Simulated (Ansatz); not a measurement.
# K on Ni(110): change of the work function

Wanted: Δφ(θ) for K/Ni(110), starting from the longbridge site.

Program: Ansatz 0.2.0. Level of theory: plane-wave DFT, RPBE, Ansatz PAW. Results are calculated unless marked as measured.

## 1. Set-up

The cell holds 5 atoms: 5 Ni. Cell: a = 3.520 Å, b = 2.489 Å, c = 22.978 Å, α = 90.0°, β = 90.0°, γ = 90.0°. Vacuum lies along c.

## 2. The clean slab

The bare slab comes first, as the zero from which every change is counted. The two lowest layers are held at bulk places and the upper ones relax. The dipole correction removes the false field that a one-sided slab makes across the periodic vacuum, so each face gets a flat vacuum level of its own.

input.yaml reads:

```yaml
crystal:
  lattice:
    - [3.52, 0.0, 0.0]
    - [0.0, 2.4890158698, 0.0]
    - [0.0, 0.0, 22.9780317396]
  atoms:
    - { symbol: Ni, position: [0.0, 0.0, 0.3916784563], spin: 0.7 }
    - { symbol: Ni, position: [0.5, 0.5, 0.4458392281], spin: 0.7 }
    - { symbol: Ni, position: [0.0, 0.0, 0.5], spin: 0.7 }
    - { symbol: Ni, position: [0.5, 0.5, 0.5541607719], spin: 0.7 }
    - { symbol: Ni, position: [0.0, 0.0, 0.6083215437], spin: 0.7 }
magnetization:
  spin_polarized: true
kpoints:
  mp_grid: { grid: [9, 12, 1] }
hamiltonian:
  xc: rpbe
scf:
  occupations: { method: fermi_dirac, width: 0.1 }
  convergence: { dr2_threshold: 1.0e-08 }
efield:
  axis: 3
  dipole_correction: true
  ramp_position: 0.97
  ramp_width: 0.06
relax:
  f_tol: 0.02
  max_steps: 60
  constraints: [{ sites: [0, 1] }]
output:
  write_potential: true
  write_density: true
  volumetric_format: npy
```

Launch:

```
$ ansatz run input.yaml --threads 4 --pin off --max-ram 12288MiB --backend cpu --events-out ev --progress --plain --runs-dir out
```

Numbers of over 12 decimals in the logs are rounded to 6 here.

Output:

```text
Engine: ansatz 0.2.0, aarch64-unknown-linux-gnu
Pseudopotentials: kind: paw
Pseudopotential: Ni, paw, valence charge 18, recommended cutoff 420 eV (normal), Ni.paw.azcp
Functional definition: RPBE
  parameter kappa = 0.804
  parameter beta = 0.066725
  exchange = rpbe_x(kappa = kappa, mu = beta*pi^2/3)
  correlation = pbe_c(beta = beta)
Crystal: 5 atoms, lattice volume = 201.318 Å³
Basis set: ecut = 420 eV, 3931 PW (Γ), exchange–correlation on 48×36×320 points (8 copies of the dense FFT grid, shifted against one another)
Bands: 57, of which v1, the nominal top of the filled ones, is band 45 counted from 1 (44 counted from 0)
Symmetry: 4 space group operations
k-points: 35 of 108
Non-local potential: Ni, projectors of the file, l = 0: 3, l = 1: 2, l = 2: 3, l = 3: 1
PAW form: soft (Blöchl's): semilocal exchange-correlation on the pseudo side does not see the compensation charge
PAW frozen core: Ni, regenerated for the run's functional, and the local potential with it (the file was generated under x = pbe(κ = 0.804, μ = 0.219515), c = pbe(β = 0.066725))
PAW one-centre angular grid: Ni, 590 points (default); XC on 64 Gauss nodes
Initial density: superposition of atomic densities (neutral atoms: chi_scale 0, normalization atom)
Starting moments: Σ|m| = 3.5 μB on 5 of 5 sites
Initial wavefunctions: pseudopotential atomic-orbital guess
Functional: x = rpbe, c = pbe(β = 0.066725)
SCF iter   1: F=—  HF=-29216.557987 eV  |F-HF|=—  |Δ(HF+E_count)|=         —  Δρ=1.99e-2 (↑1.85e-2 ↓1.99e-2)  dr2=5.32e0  dr2_m=3.85e-1  M=3.824 μB ∫|m|=3.986 μB  β_m=1.00  ethr=3.10e-3  p=0.000 e·Å  D=5.36e-14 V/Å  ΔV_dip=-0.00 eV  dr2_dipole=2.42e-8  V_vac-E_F(+/−)=6.98/6.98 eV  ⟨swp⟩=10.9  Hψ=20987  notcnv=0  defer=75
Mixer restart at iter 1: flushing history
efield: sawtooth ramp at fractional position 0.9700 (set: `efield.ramp_position`, or a place that a band, a saddle search or an elastic batch's reference lends), width 0.0600; the density the first Hamiltonian is built on has a dipole p = 0.000 e·Å; the dipole correction subtracts the counter field D = 5.36e-14 V/Å, which shifts the + side's vacuum level by -0.00 eV against the − side's; the planar-averaged density in the ramp window peaks in size at 1.0e-5 e/Å³
preconditioner: auto → LDOS  [metal: Δε(μ)=0.005 eV  Ē_g=7.103 eV  σ=0.100 eV  W_gap=0.01  n_scr=38 (ndim 8)  ℏωp=18.5 eV  f_vac=0.647  D(μ)=10.98/eV (n_scr^D=106)]
spin=Collinear: LDOS preconditioning applied to the charge; magnetization (m = ρ↑ − ρ↓) channel mixes plain (no charge-response kernel on spin).
SCF iter   2: F=—  HF=-29217.545983 eV  |F-HF|=—  |Δ(HF+E_count)|=   9.88e-1  Δρ=1.30e-2 (↑1.30e-2 ↓9.62e-3)  dr2=1.40e0  dr2_m=1.43e-2  M=3.837 μB ∫|m|=4.165 μB  β_m=0.36  ethr=3.10e-3  p=-0.000 e·Å  D=-1.01e-5 V/Å  ΔV_dip=0.00 eV  dr2_dipole=2.94e-8  V_vac-E_F(+/−)=5.93/5.93 eV  ⟨swp⟩=3.2  Hψ=6795  notcnv=0  defer=162
density mixer auto → msr1: a metal under ldos (density of states about μ 3.87 of a free-electron gas's, 38 screened modes)
SCF iter   3: F=—  HF=-29219.840654 eV  |F-HF|=—  |Δ(HF+E_count)|=    2.29e0  Δρ=4.29e-3 (↑3.12e-3 ↓4.29e-3)  dr2=1.37e-1  dr2_m=3.37e-3  M=3.867 μB ∫|m|=4.277 μB  β_m=0.44  ethr=1.56e-3  p=-0.000 e·Å  D=-1.41e-5 V/Å  ΔV_dip=0.00 eV  dr2_dipole=1.69e-8  V_vac-E_F(+/−)=5.14/5.14 eV  ⟨swp⟩=3.4  Hψ=6691  notcnv=0  defer=176
SCF iter   4: F=—  HF=-29221.052431 eV  |F-HF|=—  |Δ(HF+E_count)|=         —  Δρ=5.76e-3 (↑4.08e-3 ↓5.76e-3)  dr2=1.24e-1  dr2_m=4.51e-3  M=3.844 μB ∫|m|=4.318 μB  β_m=0.44  ethr=1.52e-4  p=-0.000 e·Å  D=-1.66e-5 V/Å  ΔV_dip=0.00 eV  dr2_dipole=1.62e-8  V_vac-E_F(+/−)=4.71/4.71 eV  ⟨swp⟩=2.8  Hψ=6831  notcnv=0  defer=166
SCF iter   5: F=—  HF=-29221.423045 eV  |F-HF|=—  |Δ(HF+E_count)|=   3.71e-1  Δρ=4.10e-3 (↑1.19e-3 ↓4.10e-3)  dr2=3.62e-2  dr2_m=6.66e-3  M=3.743 μB ∫|m|=4.236 μB  β_m=0.72  ethr=1.38e-4  p=-0.000 e·Å  D=-1.63e-5 V/Å  ΔV_dip=0.00 eV  dr2_dipole=1.22e-8  V_vac-E_F(+/−)=4.57/4.57 eV  ⟨swp⟩=2.2  Hψ=6379  notcnv=0  defer=164
SCF iter   6: F=—  HF=-29221.548163 eV  |F-HF|=—  |Δ(HF+E_count)|=   1.25e-1  Δρ=3.69e-3 (↑1.32e-3 ↓3.69e-3)  dr2=2.89e-2  dr2_m=3.75e-3  M=3.627 μB ∫|m|=4.129 μB  β_m=0.86  ethr=4.02e-5  p=-0.000 e·Å  D=-9.53e-6 V/Å  ΔV_dip=0.00 eV  dr2_dipole=2.28e-9  V_vac-E_F(+/−)=4.43/4.43 eV  ⟨swp⟩=2.3  Hψ=6475  notcnv=0  defer=172
SCF iter   7: F=—  HF=-29221.549774 eV  |F-HF|=—  |Δ(HF+E_count)|=   1.61e-3  Δρ=1.51e-3 (↑1.06e-3 ↓1.51e-3)  dr2=7.34e-3  dr2_m=2.86e-4  M=3.620 μB ∫|m|=4.119 μB  β_m=0.69  ethr=3.21e-5  p=-0.000 e·Å  D=-4.85e-6 V/Å  ΔV_dip=0.00 eV  dr2_dipole=5.01e-9  V_vac-E_F(+/−)=4.37/4.37 eV  ⟨swp⟩=2.4  Hψ=7207  notcnv=0  defer=185
SCF iter   8: F=—  HF=-29221.548047 eV  |F-HF|=—  |Δ(HF+E_count)|=   1.73e-3  Δρ=4.32e-4 (↑1.37e-4 ↓4.32e-4)  dr2=4.65e-4  dr2_m=1.30e-4  M=3.615 μB ∫|m|=4.115 μB  β_m=0.83  ethr=8.15e-6  p=-0.000 e·Å  D=-1.80e-6 V/Å  ΔV_dip=0.00 eV  dr2_dipole=1.04e-10  V_vac-E_F(+/−)=4.37/4.37 eV  ⟨swp⟩=2.0  Hψ=6198  notcnv=0  defer=187
SCF iter   9: F=—  HF=-29221.548013 eV  |F-HF|=—  |Δ(HF+E_count)|=   3.40e-5  Δρ=1.34e-4 (↑1.27e-4 ↓1.34e-4)  dr2=2.46e-5  dr2_m=2.05e-5  M=3.613 μB ∫|m|=4.115 μB  β_m=0.92  ethr=5.17e-7  p=-0.000 e·Å  D=-1.44e-6 V/Å  ΔV_dip=0.00 eV  dr2_dipole=5.94e-12  V_vac-E_F(+/−)=4.34/4.34 eV  ⟨swp⟩=2.5  Hψ=6283  notcnv=0  defer=187
SCF iter  10: F=—  HF=-29221.548033 eV  |F-HF|=—  |Δ(HF+E_count)|=   1.92e-5  Δρ=1.16e-4 (↑8.04e-5 ↓1.16e-4)  dr2=4.70e-5  dr2_m=2.12e-6  M=3.612 μB ∫|m|=4.114 μB  β_m=0.77  ethr=2.73e-8  p=0.000 e·Å  D=1.73e-6 V/Å  ΔV_dip=-0.00 eV  dr2_dipole=2.47e-11  V_vac-E_F(+/−)=4.34/4.34 eV  ⟨swp⟩=2.3  Hψ=7705  notcnv=0  defer=187
SCF iter  11: F=—  HF=-29221.548027 eV  |F-HF|=—  |Δ(HF+E_count)|=   5.26e-6  Δρ=4.02e-5 (↑2.40e-5 ↓4.02e-5)  dr2=2.13e-6  dr2_m=1.14e-6  M=3.612 μB ∫|m|=4.114 μB  β_m=0.80  ethr=2.73e-8  p=-0.000 e·Å  D=-1.33e-6 V/Å  ΔV_dip=0.00 eV  dr2_dipole=3.85e-11  V_vac-E_F(+/−)=4.34/4.34 eV  ⟨swp⟩=2.0  Hψ=5779  notcnv=0  defer=187
SCF iter  12: F=—  HF=-29221.548027 eV  |F-HF|=—  |Δ(HF+E_count)|=   2.09e-8  Δρ=1.27e-5 (↑6.10e-6 ↓1.27e-5)  dr2=1.31e-7  dr2_m=1.05e-7  M=3.612 μB ∫|m|=4.114 μB  β_m=0.90  ethr=2.36e-9  p=0.000 e·Å  D=1.28e-6 V/Å  ΔV_dip=-0.00 eV  dr2_dipole=4.67e-12  V_vac-E_F(+/−)=4.34/4.34 eV  ⟨swp⟩=2.3  Hψ=6731  notcnv=0  defer=187
[...]
preconditioner: auto → LDOS  [metal: Δε(μ)=0.009 eV  Ē_g=6.711 eV  σ=0.100 eV  W_gap=0.02  n_scr=10 (ndim 8)  ℏωp=18.5 eV  f_vac=0.661  D(μ)=9.46/eV (n_scr^D=76)]
spin=Collinear: LDOS preconditioning applied to the charge; magnetization (m = ρ↑ − ρ↓) channel mixes plain (no charge-response kernel on spin).
SCF iter   2: F=—  HF=-29221.580067 eV  |F-HF|=—  |Δ(HF+E_count)|=   2.53e-5  Δρ=1.18e-4 (↑1.18e-4 ↓1.10e-4)  dr2=8.46e-5  dr2_m=1.91e-6  M=3.604 μB ∫|m|=4.104 μB  β_m=0.32  ethr=6.34e-7  p=-0.002 e·Å  D=-2.21e-3 V/Å  ΔV_dip=0.05 eV  dr2_dipole=2.14e-5  V_vac-E_F(+/−)=4.38/4.33 eV  ⟨swp⟩=1.9  Hψ=5513  notcnv=0  defer=189
density mixer auto → msr1: a metal under ldos (density of states about μ 3.45 of a free-electron gas's, 38 screened modes)
SCF iter   3: F=—  HF=-29221.580067 eV  |F-HF|=—  |Δ(HF+E_count)|=   6.48e-8  Δρ=9.16e-5 (↑9.16e-5 ↓6.65e-5)  dr2=1.01e-5  dr2_m=4.61e-6  M=3.604 μB ∫|m|=4.104 μB  β_m=0.44  ethr=9.40e-8  p=-0.003 e·Å  D=-2.28e-3 V/Å  ΔV_dip=0.05 eV  dr2_dipole=9.28e-7  V_vac-E_F(+/−)=4.38/4.33 eV  ⟨swp⟩=1.8  Hψ=5069  notcnv=0  defer=189
SCF iter   4: F=—  HF=-29221.580075 eV  |F-HF|=—  |Δ(HF+E_count)|=   8.05e-6  Δρ=4.21e-5 (↑4.21e-5 ↓3.93e-5)  dr2=4.89e-6  dr2_m=1.35e-6  M=3.605 μB ∫|m|=4.104 μB  β_m=0.47  ethr=1.12e-8  p=-0.003 e·Å  D=-2.25e-3 V/Å  ΔV_dip=0.05 eV  dr2_dipole=1.05e-7  V_vac-E_F(+/−)=4.38/4.32 eV  ⟨swp⟩=2.0  Hψ=6160  notcnv=0  defer=189
SCF iter   5: F=—  HF=-29221.580078 eV  |F-HF|=—  |Δ(HF+E_count)|=   2.95e-6  Δρ=2.03e-5 (↑2.03e-5 ↓1.78e-5)  dr2=1.15e-6  dr2_m=4.54e-7  M=3.605 μB ∫|m|=4.105 μB  β_m=0.72  ethr=5.44e-9  p=-0.002 e·Å  D=-2.22e-3 V/Å  ΔV_dip=0.05 eV  dr2_dipole=2.12e-9  V_vac-E_F(+/−)=4.37/4.32 eV  ⟨swp⟩=2.0  Hψ=5613  notcnv=0  defer=189
SCF iter   6: F=—  HF=-29221.580079 eV  |F-HF|=—  |Δ(HF+E_count)|=   1.09e-6  Δρ=1.56e-5 (↑8.41e-6 ↓1.56e-5)  dr2=4.75e-7  dr2_m=1.77e-7  M=3.605 μB ∫|m|=4.105 μB  β_m=0.80  ethr=1.27e-9  p=-0.002 e·Å  D=-2.21e-3 V/Å  ΔV_dip=0.05 eV  dr2_dipole=3.74e-8  V_vac-E_F(+/−)=4.37/4.32 eV  ⟨swp⟩=2.2  Hψ=5716  notcnv=0  defer=189
SCF iter   7: F=—  HF=-29221.580079 eV  |F-HF|=—  |Δ(HF+E_count)|=   3.18e-7  Δρ=7.02e-6 (↑7.02e-6 ↓4.43e-6)  dr2=1.28e-7  dr2_m=1.28e-8  M=3.606 μB ∫|m|=4.105 μB  β_m=0.75  ethr=5.28e-10  p=-0.002 e·Å  D=-2.20e-3 V/Å  ΔV_dip=0.05 eV  dr2_dipole=5.08e-12  V_vac-E_F(+/−)=4.37/4.32 eV  ⟨swp⟩=2.3  Hψ=6906  notcnv=0  defer=189
SCF iter   8: F=—  HF=-29221.580079 eV  |F-HF|=—  |Δ(HF+E_count)|=  8.51e-10  Δρ=3.17e-6 (↑1.43e-6 ↓3.17e-6)  dr2=1.98e-8  dr2_m=5.33e-9  M=3.606 μB ∫|m|=4.105 μB  β_m=0.76  ethr=1.42e-10  p=-0.002 e·Å  D=-2.20e-3 V/Å  ΔV_dip=0.05 eV  dr2_dipole=1.50e-9  V_vac-E_F(+/−)=4.37/4.32 eV  ⟨swp⟩=2.0  Hψ=6125  notcnv=0  defer=189
SCF iter   9: F=—  HF=-29221.580079 eV  |F-HF|=—  |Δ(HF+E_count)|=   3.42e-8  Δρ=1.27e-6 (↑1.26e-6 ↓1.27e-6)  dr2=7.69e-9  dr2_m=8.18e-10  M=3.606 μB ∫|m|=4.105 μB  β_m=0.74  ethr=2.20e-11  p=-0.002 e·Å  D=-2.20e-3 V/Å  ΔV_dip=0.05 eV  dr2_dipole=6.89e-10  V_vac-E_F(+/−)=4.37/4.32 eV  ⟨swp⟩=2.9  Hψ=7136  notcnv=0  defer=189
SCF iter  10: F=—  HF=-29221.580079 eV  |F-HF|=—  |Δ(HF+E_count)|=   1.38e-9  Δρ=1.08e-6 (↑9.99e-7 ↓1.08e-6)  dr2=4.00e-9  dr2_m=2.90e-10  M=3.606 μB ∫|m|=4.105 μB  β_m=0.58  ethr=8.55e-12  p=-0.002 e·Å  D=-2.20e-3 V/Å  ΔV_dip=0.05 eV  dr2_dipole=7.83e-13  V_vac-E_F(+/−)=4.37/4.32 eV  ⟨swp⟩=2.6  Hψ=7713  notcnv=0  defer=189
SCF iter  11: F=-29221.580079 eV  HF=-29221.580079 eV  |F-HF|=6.67e-9  |Δ(HF+E_count)|=  3.78e-10  Δρ=1.64e-6 (↑3.34e-7 ↓1.64e-6)  dr2=8.81e-9  dr2_m=1.15e-9  M=3.606 μB ∫|m|=4.105 μB  ethr=4.44e-12  p=-0.002 e·Å  D=-2.20e-3 V/Å  ΔV_dip=0.05 eV  dr2_dipole=1.05e-9  V_vac-E_F(+/−)=4.37/4.32 eV  ⟨swp⟩=6.2  Hψ=24715  notcnv=0
SCF 4 converged in 11 iterations: F = -29221.580079 eV  dr2 = 8.81e-9
relax step   4: F+E_penalty+E_count = -29221.58007918 eV  Δ(F+E_penalty+E_count) = -5.586e-5 eV  max|allowed force component| = 5.789e-3 eV/Å  Δτ_max = 0.0057 Å  (11 SCF iters, accepted)
NSCF: frozen V_eff on 35 k-points
the band table was solved once a step of the walk had ended and its energy, with any forces and stress, was formed, with the checks that follow a solve (22049 applications of the Hamiltonian). They found nothing against the state; the energy, forces and stress were not computed again (output.eigenvalues in the input reference)
WARN: The output density's exchange-correlation potential varies sharply where the density is thin. Do not read a vacuum level from v_tot or v_xc, or from such a field of the output density. On a cell that repeats whose density bears no net charge and no dipole along the vacuum's axis use v_es (v_loc + v_h of the components); under efield.dipole_correction with no amplitude use v_es + v_field, which holds any externa [...]
SCF converged after 11 iterations
Magnetization: 3.6056 μB (46.8028 up, 43.1972 down)
Absolute magnetization: 4.1090 μB (∫|ρ↑−ρ↓|, with the PAW one-centre terms)
Spin contamination: 0.0565 ħ² per cell (⟨S²⟩ above its minimum at these occupations)
Per-site moments (μB) at R_I (Å): [(0.815716, 1.026719), (0.704211, 1.026719), (0.738071, 1.010407), (0.700228, 1.003706), (0.816904, 1.003706)]
Free energy (F): -29221.580079 eV
Harris-Foulkes:  -29221.580079 eV  (|F-HF|=6.67e-9)
Internal energy: -29221.273248 eV  (E = F + TS)
E sigma→0 (E₀):  -29221.426664 eV
Entropy (-TS):   -0.306831 eV (-61.366 meV/atom)
Fermi energy:    1.832571 eV
Dipole field:    D = -0.002157 V/Å  (p = -0.002400 e·Å, saw-weighted, corrected)
Work function:   Φ+ = 4.3727 eV   Φ− = 4.3231 eV
Levels:          The Fermi level and band energies are counted from a zero that moves with the ramp; work functions are not
--- Per-component energies (eV) ---
  E_band       = -2876.403289
  E_kinetic    = 1404.731125
  E_local      = -189086.205352  (includes V_loc(G=0)·N_el)
  E_nonlocal   = 3189.737118
  E_hartree    = 92398.291474
  E_xc         = -418.337118
  E_vxc        = -538.037690  (∫ρ·V_xc dr)
  E_paw        = -8185.091958  (= ΣΔE_a)
  E_vpaw       = -2643.220155  (= ΣTr[D̂ρ^β])
  E_aug_tail   = 0.002762  (compensation charges beyond the density's cutoff)
  E_efield     = 0.000003  (sawtooth field / dipole correction)
  E_vefield    = 0.002019  (∫n·V_field dr)
  E_ewald      = 71475.820425
  E_core_change = -0.221727  (= ΣΔE_core)
  E_smearing   = -0.306831  (= −TS)
  E_closure    = -0.000000  (closes the sum)
  Σ components = -29221.580079   (vs F -29221.580079, Δ=0.00e0)
--- Forces (eV/Å), atoms counted from 1 ---
  atom   1  Ni     0.00000000     0.00000000     0.45397577
  atom   2  Ni     0.00000000     0.00000000    -0.44726126
  atom   3  Ni     0.00000000     0.00000000     0.00095268
  atom   4  Ni     0.00000000     0.00000000    -0.00191798
  atom   5  Ni     0.00000000     0.00000000    -0.00578925
  max |Σ_I F_I| component: 4.00e-5 eV/Å
--- Band table (eV; the first three rows and the last of 70) ---
  k-point 0 ↑: bands = [... 41 lower, 0.6262, 0.8445, 0.9618, 1.0788, 1.1527, 1.1545, 1.2817, 2.9679, ... 8 higher]
  k-point 1 ↑: bands = [... 41 lower, 0.7395, 0.8284, 0.8386, 1.1022, 1.1524, 1.2076, 1.2523, 3.1295, ... 8 higher]
  k-point 2 ↑: bands = [... 41 lower, 0.7634, 0.7922, 0.8175, 1.0411, 1.0719, 1.2892, 1.5109, 3.5999, ... 8 higher]
  k-point 34 ↓: bands = [... 41 lower, 2.0517, 2.0668, 2.0973, 2.2417, 2.9423, 3.2977, 5.4712, 5.9637, ... 8 higher]
--- Relaxed structure (4 steps of the walk, 4 accepted, 0 SCFs on fresh bases) ---
  F+E_penalty+E_count = -29221.58007918 eV   max|allowed force component| = 5.789e-3 eV/Å
  atoms:
    - { symbol: Ni, position: [0.0, 0.0, 0.3916784563] }
    - { symbol: Ni, position: [0.5, 0.5, 0.4458392281] }
    - { symbol: Ni, position: [0.0, 0.0, 0.500221] }
    - { symbol: Ni, position: [0.5, 0.5, 0.557696] }
    - { symbol: Ni, position: [0.0, 0.0, 0.606822] }
```

It took 1.7 min on 4 threads of Arm Neoverse V2, shared host; peak memory 0.9 GiB; 6.6 min of CPU time.

The steps of the relaxation:

```csv
step,energy less that of the first step (eV),largest force component (eV/Å)
1,0.0000,0.6215
2,-0.0173,0.4230
3,-0.0320,0.0213
4,-0.0321,0.0058
```

The run keeps the 4 symmetry operations that it works with, so distortions that break them were not tested.

The atoms that moved most (Å):

```csv
atom,dx,dy,dz,length
Ni4,0.000,0.000,0.081,0.081
Ni5,0.000,0.000,-0.034,0.034
Ni3,0.000,0.000,0.005,0.005
```

Numbers from this step:

* energy at zero smearing: -29221.4267 eV
* total moment: 3.606 μB
* site moments: 0.8157, 0.7042, 0.7381, 0.7002, 0.8169 μB
* work function, upper face: 4.373 eV
* work function, lower face: 4.323 eV
* dipole along the normal: -0.002400 e·Å
* step between the vacuum levels: 0.04958 eV

Running mean over 1.245 Å of the planar mean; the ramp of the sawtooth is left out. Electron's electrostatic potential energy less the Fermi level against z:

```csv
z (Å),electron's electrostatic potential energy less the Fermi level (eV)
4,4.32
5,4.32
6,4.30
7,4.06
8,0.694
9,-9.05
10,-10.3
11,-10.4
12,-9.64
13,-11.2
14,-9.34
15,1.21
16,4.14
17,4.35
18,4.37
19,4.37
```

Site moment by atom:

```csv
atom,site moment (μB)
Ni1,0.816
Ni2,0.704
Ni3,0.738
Ni4,0.700
Ni5,0.817
```

The relaxation took 4 steps and lowered the energy by 0.032 eV; the largest force on the free atoms ends at 0.0058 eV/Å.

The work function of the upper face is 4.37 eV.

(Part 1 of 5 ends here.)

[Logs are printed without paths, hosts, clocks, repeated set-up lines and the standing remarks that a program may print on its own settings, such as how far it seeks lower states.]

[Hosts, paths, dates, database ids (printed as entryN), source tags and the programs' standing remarks are cut or masked in the printed files.]

[Maps of the electrostatic potential energy from Ansatz leave out the sawtooth potential of an applied field or a dipole correction, so their vacuum need not be flat; planar profiles and work functions include it.]
